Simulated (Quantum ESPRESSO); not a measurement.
# Near-edge structure at the C K edge of Sc2CO (R-3m), part 2 of 2

What does one-electron theory with a core hole give for the C K edge of Sc2CO (R-3m)?

Quantum ESPRESSO 7.5; X-ray absorption near-edge structure, plane-wave PAW PBEsol, one-electron final states by a Lanczos continued fraction.

So far. Step 8 (Spectrum with XCH, C atom 4): Main maxima below 24 eV (height): 5.1 eV (2.29), 9.4 eV (1.03), 11.6 eV (1.92) and 16.0 eV (1.00). A K edge sees empty p states; the first features are C p mixed into the empty d states of the Sc neighbours, and the broad ones above probably into the cations' higher empty bands. Step 8 (Spectrum with XCH, C atom 4): The total-energy difference is 285.81 eV.

### Step 13. Supercell without a hole, the energy reference

The input, scf.in:

```
&control
   calculation='scf', prefix='x', pseudo_dir='../pp', outdir='tmp', tprnfor=.true.
/
&system
   ibrav=0, nat=12, ntyp=3, nbnd=59
   ecutwfc=50, ecutrho=450
   occupations='smearing', smearing='mv', degauss=0.015
/
&electrons
   conv_thr=1.2e-07, electron_maxstep=120
   mixing_beta=0.5
/
ATOMIC_SPECIES
Sc 1.0 Sc.pbesol-spn-kjpaw.UPF
O 1.0 O.pbesol-n-kjpaw.UPF
C 1.0 C.pbesol-n-kjpaw.UPF
CELL_PARAMETERS angstrom
  0.00000000 -1.87221894 5.29006396
  0.00000000 5.61665682 0.00000000
  -4.86416749 2.80832841 0.00000000
ATOMIC_POSITIONS crystal
Sc   0.26075788 0.75358596 0.00000000
Sc   0.26075788 0.08691929 0.33333333
Sc   0.26075788 0.42025263 0.66666667
Sc   0.73924212 0.24641404 0.00000000
Sc   0.73924212 0.57974737 0.33333333
Sc   0.73924212 0.91308071 0.66666667
O    0.00000000 0.00000000 0.00000000
O    0.00000000 0.33333333 0.33333333
O    0.00000000 0.66666667 0.66666667
C    0.50000000 0.50000000 0.00000000
C    0.50000000 0.83333333 0.33333333
C    0.50000000 0.16666667 0.66666667
K_POINTS automatic
3 4 4 0 0 0
```

Command:

```bash
$ OMP_NUM_THREADS=1 mpirun --oversubscribe --bind-to none -np 4 pw.x -nk 4 -in scf.in > scf.out
```

The job ended after 75 s (4 MPI ranks of Intel Xeon 6975P-C (Granite Rapids), shared host; peak memory 0.31 GiB; 5 min of CPU time).

Reference energy: -133865.888 eV with the cores included.

### Step 14. Supercell with XCH, C atom 4

A test of how far the result depends on this setting.

Changed against the first core-hole run: k-point spacing of the field to 0.6.

Edit scf.in of step 13 so:

```diff
@@ -4,3 +4,3 @@
 &system
-   ibrav=0, nat=12, ntyp=3, nbnd=59
+   ibrav=0, nat=12, ntyp=4, nbnd=60
    ecutwfc=50, ecutrho=450
@@ -15,2 +15,3 @@
 O 1.0 O.pbesol-n-kjpaw.UPF
+C0 1.0 C.pbesol-n-kjpaw-1sch.UPF
 C 1.0 C.pbesol-n-kjpaw.UPF
@@ -30,3 +31,3 @@
 O    0.00000000 0.66666667 0.66666667
-C    0.50000000 0.50000000 0.00000000
+C0   0.50000000 0.50000000 0.00000000
 C    0.50000000 0.83333333 0.33333333
```

Run time: 50 s. Hardware: 4 MPI ranks; peak memory 0.32 GiB.

Energy with the hole: -133580.073 eV, cores included.

### Step 15. Spectrum with XCH, C atom 4

Changed against the first core-hole run: k-point spacing of the field to 0.6.

The input, xspectra.in:

```
&input_xspectra
   calculation='xanes_dipole', edge='K'
   prefix='x', outdir='tmp', xiabs=3, xe0=12.7738
   xonly_plot=.false., x_save_file='xanes.sav'
   xniter=3000, xcheck_conv=20, xerror=0.005
   xcoordcrys=.false., xepsilon(1)=1, xepsilon(2)=0, xepsilon(3)=0
/
&plot
   xnepoint=413, xemin=-10, xemax=45, terminator=.true., cut_occ_states=.true.
   xgamma=0.4
/
&pseudos
   filecore='../C.wfc'
/
&cut_occ
   cut_desmooth=0.1, cut_stepl=0.05, cut_stepu=0.05, cut_ierror=1e-5
/
6 7 7 0 0 0
```

Command:

```bash
$ OMP_NUM_THREADS=1 mpirun --oversubscribe --bind-to none -np 4 xspectra.x -nk 4 -in xspectra.in > xspectra.out
```

The job ended after 7.1 min (4 MPI ranks; peak memory 0.24 GiB; 29 min of CPU time).

```
E (eV)  first run  this run
  -2.0       0.05      0.05
  -1.0       0.08      0.08
   0.0       0.23      0.22
   1.0       0.47      0.45
   2.0       0.82      0.78
   3.0       1.26      1.20
   4.0       1.77      1.75
   5.0       2.24      2.17
   6.0       1.76      1.86
   7.0       0.90      0.95
   8.0       0.70      0.69
   9.0       0.98      0.95
  10.0       0.93      0.95
  11.0       1.48      1.39
  12.0       1.76      1.81
  13.0       1.02      1.09
  14.0       0.51      0.53
  15.0       0.66      0.63
  16.0       0.99      0.97
  17.0       0.63      0.65
  18.0       0.51      0.52
  19.0       0.42      0.43
  20.0       0.38      0.39
  21.0       0.35      0.35
  22.0       0.37      0.36
  23.0       0.51      0.50
  24.0       0.55      0.55
  25.0       0.56      0.56
  26.0       0.70      0.68
  27.0       1.12      1.08
  28.0       1.71      1.69
  29.0       1.47      1.51
  30.0       0.69      0.76
  31.0       0.37      0.38
  32.0       0.30      0.30
```

Against the first run the r.m.s. difference is 4 %. The highest intensity below 16 eV goes from 5.1 eV (2.29) to 5.2 eV (2.29).

The photon energy of the zero moves by +0.01 eV.

### Step 16. What the core hole does

Both curves are counted from their own zero, so only the shift of weight within the empty states shows.

```
E (eV)  no hole   XCH
  -2.0     0.03  0.05
  -1.0     0.06  0.08
   0.0     0.15  0.23
   1.0     0.27  0.47
   2.0     0.38  0.82
   3.0     0.54  1.26
   4.0     0.73  1.77
   5.0     1.08  2.24
   6.0     1.28  1.76
   7.0     2.26  0.90
   8.0     1.38  0.70
   9.0     0.84  0.98
  10.0     0.89  0.93
  11.0     0.91  1.48
  12.0     0.97  1.76
  13.0     1.89  1.02
  14.0     1.90  0.51
  15.0     0.90  0.66
  16.0     0.73  0.99
  17.0     1.10  0.63
  18.0     0.90  0.51
  19.0     0.71  0.42
  20.0     0.55  0.38
  21.0     0.46  0.35
  22.0     0.39  0.37
  23.0     0.37  0.51
  24.0     0.47  0.55
  25.0     0.50  0.56
  26.0     0.52  0.70
  27.0     0.52  1.12
  28.0     0.73  1.71
  29.0     1.25  1.47
  30.0     1.77  0.69
  31.0     1.79  0.37
  32.0     0.67  0.30
```

With each curve scaled to its own mean, the area from −2 to 6 eV with the hole is 7.7 against 3.8, and the centre of weight from −1 to 20 eV moves by -1.7 eV: the hole pulls the absorber's empty states down.

### Step 17. Runs not followed above

These runs aren't followed: redraws of a spectrum that repeat one shown, runs with a planted fault or a state judged unsound, or a program's part that gave no sound spectrum.

| program | step | status | elapsed |
| --- | --- | --- | --- |
| Quantum ESPRESSO | spectrum with XCH, other settings | converged | 48 s |

### Step 18. Summary of results

- absorber and edge: C K, atom 4 of the ground-state input (counted from 1)
- surroundings: 6 Sc at 2.26 Å (octahedral, site symmetry -3m)
- highest intensity below 16 eV: 5.1 eV above the zero, height 2.29
- photon energy of the zero, with the added terms: 279.1 eV (raw 285.8 eV; PBEsol puts this hole about 2 eV below PBE, itself good to a few eV)

In words: The C K edge of atom 4, with 6 Sc at 2.26 Å (octahedral, site symmetry -3m), has its highest intensity of the first 16 eV at 5.1 eV above the zero, near 284 eV in photon energy (PBEsol puts this hole about 2 eV below PBE, itself good to a few eV), 2.3 times the mean level of the first 20 eV (Lorentzian half width 0.4 eV). With each curve scaled to its own mean, the area from −2 to 6 eV with the hole is 7.7 against 3.8, and the centre of weight from −1 to 20 eV moves by -1.7 eV: the hole pulls the absorber's empty states down. A cell with holes 3.2 Å apart changes the curve by 35 % r.m.s. (12 % after the best shift). Changing the k-point spacing of the field to 0.6 alters the shape by 4 % r.m.s., so this setting is converged. At the C K edge of atom 4 polarisation matters most near 12.3 eV, where the curves differ by 0.8 on this scale. The unit cell's mesh shows no gap over 0.35 eV. That is right for a metallic compound; for a small-gap or correlated insulator it would be the fault of the functional or of the assumed magnetic order, and the hole would be screened too well. The holes are only 5.6 Å apart, so the shape is probably not converged with cell size; no larger cell was run here. The structure is a computed Materials Project entry and may be a hypothetical form.

[Logs are printed without paths, hosts, clocks, repeated set-up lines and the standing remarks that a program may print on its own settings, such as how far it seeks lower states.]

[Hosts, paths, dates, database ids (printed as entryN), source tags and the programs' standing remarks are cut or masked in the printed files.]

[Lists of maxima count a maximum above −3 eV only where it reaches 4 % of the highest in the window and stands out from its surroundings by 2 % of it (1.5 % where it reaches 55 %); shoulders and weaker maxima are passed over, and of the rest the first, up to two pre-edge ones and the few strongest are named.]
